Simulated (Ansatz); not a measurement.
# Se on Mg(0001): change of the work function, part 2 of 4

How does Se on the fcc site change the work function of Mg(0001) as the layer fills?

Ansatz 0.2.0; plane-wave DFT, PBE, Ansatz PAW.

So far, work function, upper face (eV): step 2 (the clean slab) 3.79.

## (3) The covered slab, k-mesh 4×4×1, coverage 0.111 ML

System of this step: Se/Mg(0001). The cell holds 37 atoms: 36 Mg and 1 Se. Its edges and angles: a = 9.630 Å, b = 9.630 Å, c = 27.796 Å, α = 90.0°, β = 90.0°, γ = 60.0°. Vacuum lies along c.

The clean slab as it ended is repeated in the plane and the adsorbate is set on one face; the cell's size fixes the coverage, and the k-mesh shrinks with it to keep the sampling density about even. Adsorbate and upper layers relax, since the dipole depends on the height.

Input file input.yaml:

```yaml
crystal:
  lattice:
    - [9.6299999999, 0.0, 0.0]
    - [4.815, 8.3398246384, 0.0]
    - [0.0, 0.0, 27.7956185763]
  atoms:
    - { symbol: Mg, position: [0.2222222222, 0.2222222222, 0.3237920385] }
    - { symbol: Mg, position: [0.0, 0.0, 0.41756653] }
    - { symbol: Mg, position: [0.2222222222, 0.2222222222, 0.511524413] }
    - { symbol: Mg, position: [0.0, 0.0, 0.6061475747] }
    - { symbol: Mg, position: [0.2222222222, 0.5555555556, 0.3237920385] }
    - { symbol: Mg, position: [0.0, 0.3333333333, 0.41756653] }
    - { symbol: Mg, position: [0.2222222222, 0.5555555556, 0.511524413] }
    - { symbol: Mg, position: [0.0, 0.3333333333, 0.6061475747] }
    - { symbol: Mg, position: [0.2222222222, 0.8888888889, 0.3237920385] }
    - { symbol: Mg, position: [0.0, 0.6666666667, 0.41756653] }
    - { symbol: Mg, position: [0.2222222222, 0.8888888889, 0.511524413] }
    - { symbol: Mg, position: [0.0, 0.6666666667, 0.6061475747] }
    - { symbol: Mg, position: [0.5555555556, 0.2222222222, 0.3237920385] }
    - { symbol: Mg, position: [0.3333333333, 0.0, 0.41756653] }
    - { symbol: Mg, position: [0.5555555556, 0.2222222222, 0.511524413] }
    - { symbol: Mg, position: [0.3333333333, 0.0, 0.6061475747] }
    - { symbol: Mg, position: [0.5555555556, 0.5555555556, 0.3237920385] }
    - { symbol: Mg, position: [0.3333333333, 0.3333333333, 0.41756653] }
    - { symbol: Mg, position: [0.5555555556, 0.5555555556, 0.511524413] }
    - { symbol: Mg, position: [0.3333333333, 0.3333333333, 0.6061475747] }
    - { symbol: Mg, position: [0.5555555556, 0.8888888889, 0.3237920385] }
    - { symbol: Mg, position: [0.3333333333, 0.6666666667, 0.41756653] }
    - { symbol: Mg, position: [0.5555555556, 0.8888888889, 0.511524413] }
    - { symbol: Mg, position: [0.3333333333, 0.6666666667, 0.6061475747] }
    - { symbol: Mg, position: [0.8888888889, 0.2222222222, 0.3237920385] }
    - { symbol: Mg, position: [0.6666666667, 0.0, 0.41756653] }
    - { symbol: Mg, position: [0.8888888889, 0.2222222222, 0.511524413] }
    - { symbol: Mg, position: [0.6666666667, 0.0, 0.6061475747] }
    - { symbol: Mg, position: [0.8888888889, 0.5555555556, 0.3237920385] }
    - { symbol: Mg, position: [0.6666666667, 0.3333333333, 0.41756653] }
    - { symbol: Mg, position: [0.8888888889, 0.5555555556, 0.511524413] }
    - { symbol: Mg, position: [0.6666666667, 0.3333333333, 0.6061475747] }
    - { symbol: Mg, position: [0.8888888889, 0.8888888889, 0.3237920385] }
    - { symbol: Mg, position: [0.6666666667, 0.6666666667, 0.41756653] }
    - { symbol: Mg, position: [0.8888888889, 0.8888888889, 0.511524413] }
    - { symbol: Mg, position: [0.6666666667, 0.6666666667, 0.6061475747] }
    - { symbol: Se, position: [0.1111111111, 0.1111111111, 0.6762079615] }
kpoints:
  mp_grid: { grid: [4, 4, 1] }
hamiltonian:
  xc: pbe
scf:
  occupations: { method: fermi_dirac, width: 0.1 }
  convergence: { dr2_threshold: 1.0e-08 }
efield:
  axis: 3
  dipole_correction: true
  ramp_position: 0.97
  ramp_width: 0.06
relax:
  f_tol: 0.02
  max_steps: 60
  constraints:
    - { sites: [0, 1, 4, 5, 8, 9, 12, 13, 16, 17, 20, 21, 24, 25, 28, 29, 32, 33] }
output:
  write_potential: true
  write_density: true
  volumetric_format: npy
```

Started as:

```
$ ansatz run input.yaml --threads 4 --pin off --max-ram 16384MiB --backend cpu --events-out ev --progress --plain --runs-dir out
```

Output:

```text
[...]
Crystal: 37 atoms, lattice volume = 2232.336 Å³
Basis set: ecut = 420 eV, 43479 PW (Γ), exchange–correlation on 144×144×384 points (8 copies of the dense FFT grid, shifted against one another)
Bands: 226, of which v1, the nominal top of the filled ones, is band 188 counted from 1 (187 counted from 0)
Symmetry: 6 space group operations
[...]
k-points: 4 of 16 (time reversal used)
[...]
SCF iter   1: F=—  HF=-74722.376887 eV  |F-HF|=—  |Δ(HF+E_count)|=         —  Δρ=7.96e-4  dr2=1.60e-1  ethr=1.77e-3  p=-0.263 e·Å  D=-2.13e-2 V/Å  ΔV_dip=0.59 eV  dr2_dipole=3.73e-2  V_vac-E_F(+/−)=4.35/3.76 eV  ⟨swp⟩=16.2  Hψ=5545  notcnv=0  defer=9
[...]
SCF iter   8: F=-74722.369402 eV  HF=-74722.369402 eV  |F-HF|=1.18e-8  |Δ(HF+E_count)|=   1.43e-8  Δρ=2.87e-7  dr2=3.07e-9  ethr=2.66e-12  p=-0.264 e·Å  D=-2.14e-2 V/Å  ΔV_dip=0.59 eV  dr2_dipole=9.25e-11  V_vac-E_F(+/−)=4.34/3.75 eV  ⟨swp⟩=9.0  Hψ=5157  notcnv=0
SCF 1 converged in 8 iterations: F = -74722.369402 eV  dr2 = 3.07e-9
[...]
relax step   1: F+E_penalty+E_count = -74722.36940210 eV  Δ(F+E_penalty+E_count) = +0.000e0 eV  max|allowed force component| = 1.029e0 eV/Å  Δτ_max = 0.0000 Å  (8 SCF iters, accepted)
[...]
SCF iter   8: F=-74722.502721 eV  HF=-74722.502721 eV  |F-HF|=6.46e-9  |Δ(HF+E_count)|=   6.50e-8  Δρ=2.17e-7  dr2=1.75e-9  ethr=2.66e-12  p=-0.214 e·Å  D=-1.73e-2 V/Å  ΔV_dip=0.48 eV  dr2_dipole=1.55e-10  V_vac-E_F(+/−)=4.23/3.75 eV  ⟨swp⟩=9.2  Hψ=4771  notcnv=0
SCF 2 converged in 8 iterations: F = -74722.502721 eV  dr2 = 1.75e-9
relax step   2: F+E_penalty+E_count = -74722.50272122 eV  Δ(F+E_penalty+E_count) = -1.333e-1 eV  max|allowed force component| = 6.169e-2 eV/Å  Δτ_max = 0.1933 Å  (8 SCF iters, accepted)
SCF iter   1: F=—  HF=-74722.511915 eV  |F-HF|=—  |Δ(HF+E_count)|=         —  Δρ=2.71e-4  dr2=6.98e-3  ethr=3.31e-5  p=-0.214 e·Å  D=-1.73e-2 V/Å  ΔV_dip=0.48 eV  dr2_dipole=3.03e-5  V_vac-E_F(+/−)=4.24/3.75 eV  ⟨swp⟩=4.5  Hψ=1718  notcnv=0  defer=17
[...]
SCF iter   7: F=-74722.511909 eV  HF=-74722.511909 eV  |F-HF|=1.35e-9  |Δ(HF+E_count)|=   4.08e-8  Δρ=2.56e-7  dr2=2.40e-9  ethr=2.66e-12  p=-0.216 e·Å  D=-1.75e-2 V/Å  ΔV_dip=0.49 eV  dr2_dipole=1.01e-10  V_vac-E_F(+/−)=4.24/3.75 eV  ⟨swp⟩=10.0  Hψ=5177  notcnv=0
SCF 3 converged in 7 iterations: F = -74722.511909 eV  dr2 = 2.40e-9
relax step   3: F+E_penalty+E_count = -74722.51190869 eV  Δ(F+E_penalty+E_count) = -9.187e-3 eV  max|allowed force component| = 1.260e-2 eV/Å  Δτ_max = 0.0414 Å  (7 SCF iters, accepted)
NSCF: frozen V_eff on 4 k-points
[...]
SCF converged after 7 iterations
Free energy (F): -74722.511909 eV
[...]
Internal energy: -74721.891331 eV  (E = F + TS)
E sigma→0 (E₀):  -74722.201620 eV
Entropy (-TS):   -0.620578 eV (-16.772 meV/atom)
Fermi energy:    -0.241969 eV
Dipole field:    D = -0.017511 V/Å  (p = -0.216027 e·Å, saw-weighted, corrected)
Work function:   Φ+ = 4.2404 eV   Φ− = 3.7537 eV
[...]
--- Forces (eV/Å), atoms counted from 1 ---
  atom   1  Mg     0.01236342     0.00713803    -0.03994683
  atom   2  Mg    -0.01604165    -0.00926165     0.05817808
  atom   3  Mg    -0.00400287    -0.00231106     0.00659887
  atom   4  Mg     0.00486931     0.00281130     0.01259691
  atom   5  Mg    -0.01668402     0.00963252    -0.01963825
  atom   6  Mg     0.00000000     0.01852330     0.05817808
  atom   7  Mg    -0.00387486     0.00223715     0.00201147
  atom   8  Mg    -0.00000000    -0.00562260     0.01259691
  atom   9  Mg    -0.00000000    -0.01427605    -0.03994683
  atom  10  Mg    -0.01700609     0.00981847    -0.00656695
  atom  11  Mg     0.00000000     0.00462212     0.00659887
  atom  12  Mg     0.00334138    -0.00192915    -0.00369804
  atom  13  Mg    -0.00000000    -0.01926505    -0.01963825
  atom  14  Mg     0.01604165    -0.00926165     0.05817808
  atom  15  Mg    -0.00000000    -0.00447430     0.00201147
  atom  16  Mg    -0.00486931     0.00281130     0.01259691
  atom  17  Mg     0.01668402     0.00963252    -0.01963825
  atom  18  Mg    -0.02078729    -0.01200155     0.01675651
  atom  19  Mg     0.00387486     0.00223715     0.00201147
  atom  20  Mg    -0.00907721    -0.00524073    -0.00934943
  atom  21  Mg    -0.01306545     0.00754334    -0.01603546
  atom  22  Mg     0.00000000     0.02400310     0.01675651
  atom  23  Mg     0.00004865    -0.00002809     0.00178130
  atom  24  Mg     0.00000000     0.01048146    -0.00934943
  atom  25  Mg    -0.01236342     0.00713803    -0.03994683
  atom  26  Mg    -0.00000000    -0.01963694    -0.00656695
  atom  27  Mg     0.00400287    -0.00231106     0.00659887
  atom  28  Mg     0.00000000     0.00385829    -0.00369804
  atom  29  Mg    -0.00000000    -0.01508668    -0.01603546
  atom  30  Mg     0.02078729    -0.01200155     0.01675651
  atom  31  Mg     0.00000000     0.00005618     0.00178130
  atom  32  Mg     0.00907721    -0.00524073    -0.00934943
  atom  33  Mg     0.01306545     0.00754334    -0.01603546
  atom  34  Mg     0.01700609     0.00981847    -0.00656695
  atom  35  Mg    -0.00004865    -0.00002809     0.00178130
  atom  36  Mg    -0.00334138    -0.00192915    -0.00369804
  atom  37  Se    -0.00000000     0.00000000    -0.00804030
  max |Σ_I F_I| component: 2.43e-5 eV/Å
--- Band table (eV) ---
  k-point 0: bands = [... 184 lower, -0.5473, -0.4966, -0.4966, -0.2203, 0.1280, 0.1280, 0.1471, 0.2203, ... 34 higher]
  k-point 1: bands = [... 184 lower, -0.4200, -0.4131, -0.2757, -0.1183, -0.0765, -0.0646, 0.1420, 0.4181, ... 34 higher]
  k-point 2: bands = [... 184 lower, -0.7832, -0.5944, -0.3793, -0.1483, -0.1418, -0.1169, -0.1048, 0.0990, ... 34 higher]
  k-point 3: bands = [... 184 lower, -0.8146, -0.7811, -0.6857, -0.4397, -0.3302, -0.2305, -0.1400, -0.0824, ... 34 higher]
--- Relaxed structure (3 steps of the walk, 3 accepted, 0 SCFs on fresh bases) ---
  F+E_penalty+E_count = -74722.51190869 eV   max|allowed force component| = 1.260e-2 eV/Å
  atoms:
    - { symbol: Mg, position: [0.222222, 0.222222, 0.323792] }
    - { symbol: Mg, position: [1.111110e-11, 1.111110e-11, 0.417567] }
    - { symbol: Mg, position: [0.222183, 0.222183, 0.511981] }
    - { symbol: Mg, position: [-0.00407122, -0.00407122, 0.608130] }
    - { symbol: Mg, position: [0.222222, 0.555556, 0.323792] }
    - { symbol: Mg, position: [1.111111e-11, 0.333333, 0.417567] }
    - { symbol: Mg, position: [0.223021, 0.555156, 0.509572] }
    - { symbol: Mg, position: [-0.00407122, 0.341476, 0.608130] }
    - { symbol: Mg, position: [0.222222, 0.888889, 0.323792] }
    - { symbol: Mg, position: [-2.222217e-11, 0.666667, 0.417567] }
    - { symbol: Mg, position: [0.222183, 0.888967, 0.511981] }
    - { symbol: Mg, position: [0.000440732, 0.666446, 0.605251] }
    - { symbol: Mg, position: [0.555556, 0.222222, 0.323792] }
    - { symbol: Mg, position: [0.333333, 1.111110e-11, 0.417567] }
    - { symbol: Mg, position: [0.555156, 0.223021, 0.509572] }
    - { symbol: Mg, position: [0.341476, -0.00407122, 0.608130] }
    - { symbol: Mg, position: [0.555556, 0.555556, 0.323792] }
    - { symbol: Mg, position: [0.333333, 0.333333, 0.417567] }
    - { symbol: Mg, position: [0.555156, 0.555156, 0.509572] }
    - { symbol: Mg, position: [0.336573, 0.336573, 0.603637] }
    - { symbol: Mg, position: [0.555556, 0.888889, 0.323792] }
    - { symbol: Mg, position: [0.333333, 0.666667, 0.417567] }
    - { symbol: Mg, position: [0.554848, 0.889243, 0.511584] }
    - { symbol: Mg, position: [0.336573, 0.660188, 0.603637] }
    - { symbol: Mg, position: [0.888889, 0.222222, 0.323792] }
    - { symbol: Mg, position: [0.666667, -2.222223e-11, 0.417567] }
    - { symbol: Mg, position: [0.888967, 0.222183, 0.511981] }
    - { symbol: Mg, position: [0.666446, 0.000440732, 0.605251] }
    - { symbol: Mg, position: [0.888889, 0.555556, 0.323792] }
    - { symbol: Mg, position: [0.666667, 0.333333, 0.417567] }
    - { symbol: Mg, position: [0.889243, 0.554848, 0.511584] }
    - { symbol: Mg, position: [0.660188, 0.336573, 0.603637] }
    - { symbol: Mg, position: [0.888889, 0.888889, 0.323792] }
    - { symbol: Mg, position: [0.666667, 0.666667, 0.417567] }
    - { symbol: Mg, position: [0.889243, 0.889243, 0.511584] }
    - { symbol: Mg, position: [0.666446, 0.666446, 0.605251] }
    - { symbol: Se, position: [0.111111, 0.111111, 0.669632] }
```

It took 3.6 min on 4 threads of Arm Neoverse V1, shared host; peak memory 8.2 GiB; 11 min of CPU time.

Relaxation path:

```
step  energy less that of the first step (eV)  largest force component (eV/Å)
   1                                   0.0000                          1.0292
   2                                  -0.1333                          0.0617
   3                                  -0.1425                          0.0126
```

Forces are held to the 6 operations that the program found; a distortion that breaks them can't arise in this run.

The atoms that moved most (Å):

```
atom      dx      dy      dz  length
Se37   0.000   0.000  -0.183   0.183
Mg32  -0.047   0.027  -0.070   0.088
Mg24   0.000  -0.054  -0.070   0.088
Mg20   0.047   0.027  -0.070   0.088
 Mg4  -0.059  -0.034   0.055   0.087
Mg16   0.059  -0.034   0.055   0.087
 Mg8   0.000   0.068   0.055   0.087
Mg19  -0.006  -0.003  -0.054   0.055
```

Final coordinates:

```cif
data_structure
_symmetry_space_group_name_H-M 'P 1'
_symmetry_Int_Tables_number 1
_cell_length_a 9.6300
_cell_length_b 9.6300
_cell_length_c 27.7956
_cell_angle_alpha 90.000
_cell_angle_beta 90.000
_cell_angle_gamma 60.000
_cell_volume 2232.34
loop_
_atom_site_label
_atom_site_type_symbol
_atom_site_fract_x
_atom_site_fract_y
_atom_site_fract_z
_atom_site_occupancy
Mg1 Mg 0.22222 0.22222 0.32379 1
Mg2 Mg 0.00000 0.00000 0.41757 1
Mg3 Mg 0.22218 0.22218 0.51198 1
Mg4 Mg 0.99593 0.99593 0.60813 1
Mg5 Mg 0.22222 0.55556 0.32379 1
Mg6 Mg 0.00000 0.33333 0.41757 1
Mg7 Mg 0.22302 0.55516 0.50957 1
Mg8 Mg 0.99593 0.34148 0.60813 1
Mg9 Mg 0.22222 0.88889 0.32379 1
Mg10 Mg 0.00000 0.66667 0.41757 1
Mg11 Mg 0.22218 0.88897 0.51198 1
Mg12 Mg 0.00044 0.66645 0.60525 1
Mg13 Mg 0.55556 0.22222 0.32379 1
Mg14 Mg 0.33333 0.00000 0.41757 1
Mg15 Mg 0.55516 0.22302 0.50957 1
Mg16 Mg 0.34148 0.99593 0.60813 1
Mg17 Mg 0.55556 0.55556 0.32379 1
Mg18 Mg 0.33333 0.33333 0.41757 1
Mg19 Mg 0.55516 0.55516 0.50957 1
Mg20 Mg 0.33657 0.33657 0.60364 1
Mg21 Mg 0.55556 0.88889 0.32379 1
Mg22 Mg 0.33333 0.66667 0.41757 1
Mg23 Mg 0.55485 0.88924 0.51158 1
Mg24 Mg 0.33657 0.66019 0.60364 1
Mg25 Mg 0.88889 0.22222 0.32379 1
Mg26 Mg 0.66667 0.00000 0.41757 1
Mg27 Mg 0.88897 0.22218 0.51198 1
Mg28 Mg 0.66645 0.00044 0.60525 1
Mg29 Mg 0.88889 0.55556 0.32379 1
Mg30 Mg 0.66667 0.33333 0.41757 1
Mg31 Mg 0.88924 0.55485 0.51158 1
Mg32 Mg 0.66019 0.33657 0.60364 1
Mg33 Mg 0.88889 0.88889 0.32379 1
Mg34 Mg 0.66667 0.66667 0.41757 1
Mg35 Mg 0.88924 0.88924 0.51158 1
Mg36 Mg 0.66645 0.66645 0.60525 1
Se37 Se 0.11111 0.11111 0.66963 1
```

Read from the output:

| Item | Value |
| --- | --- |
| energy at zero smearing | -74722.2016 eV |
| work function, upper face | 4.240 eV |
| work function, lower face | 3.754 eV |
| dipole along the normal | -0.2160 e·Å |
| step between the vacuum levels | 0.4867 eV |

Running mean over 2.60652 Å of the planar mean; the ramp of the sawtooth is left out. Electron's electrostatic potential energy less the Fermi level against z:

```
z (Å)  electron's electrostatic potential energy less the Fermi level (eV)
    4                                                                 3.75
    5                                                                 3.74
    6                                                                 3.60
    7                                                                 2.56
    8                                                                -2.11
    9                                                                -4.04
   10                                                                -4.04
   11                                                                -4.02
   12                                                                -4.02
   13                                                                -4.06
   14                                                                -4.02
   15                                                                -3.97
   16                                                                -3.99
   17                                                                -4.10
   18                                                                -1.65
   19                                                                 2.59
   20                                                                 3.77
   21                                                                 4.19
   22                                                                 4.24
   23                                                                 4.24
   24                                                                 4.24
```

The relaxation took 3 steps and lowered the energy by 0.14 eV; the largest force on the free atoms ends at 0.013 eV/Å.

The covered face has 4.24 eV, +0.45 eV against the clean one; the bare back face has moved by -0.04 eV, a measure of how thin the slab is.

(Continued in part 3 of 4.)

[Long decimals in the printed logs are rounded to 6 places.]

[Logs are printed without paths, hosts, clocks, repeated set-up lines and the standing remarks that a program may print on its own settings, such as how far it seeks lower states.]

[Hosts, paths, dates, database ids (printed as entryN), source tags and the programs' standing remarks are cut or masked in the printed files.]

[Maps of the electrostatic potential energy from Ansatz leave out the sawtooth potential of an applied field or a dipole correction, so their vacuum need not be flat; planar profiles and work functions include it.]
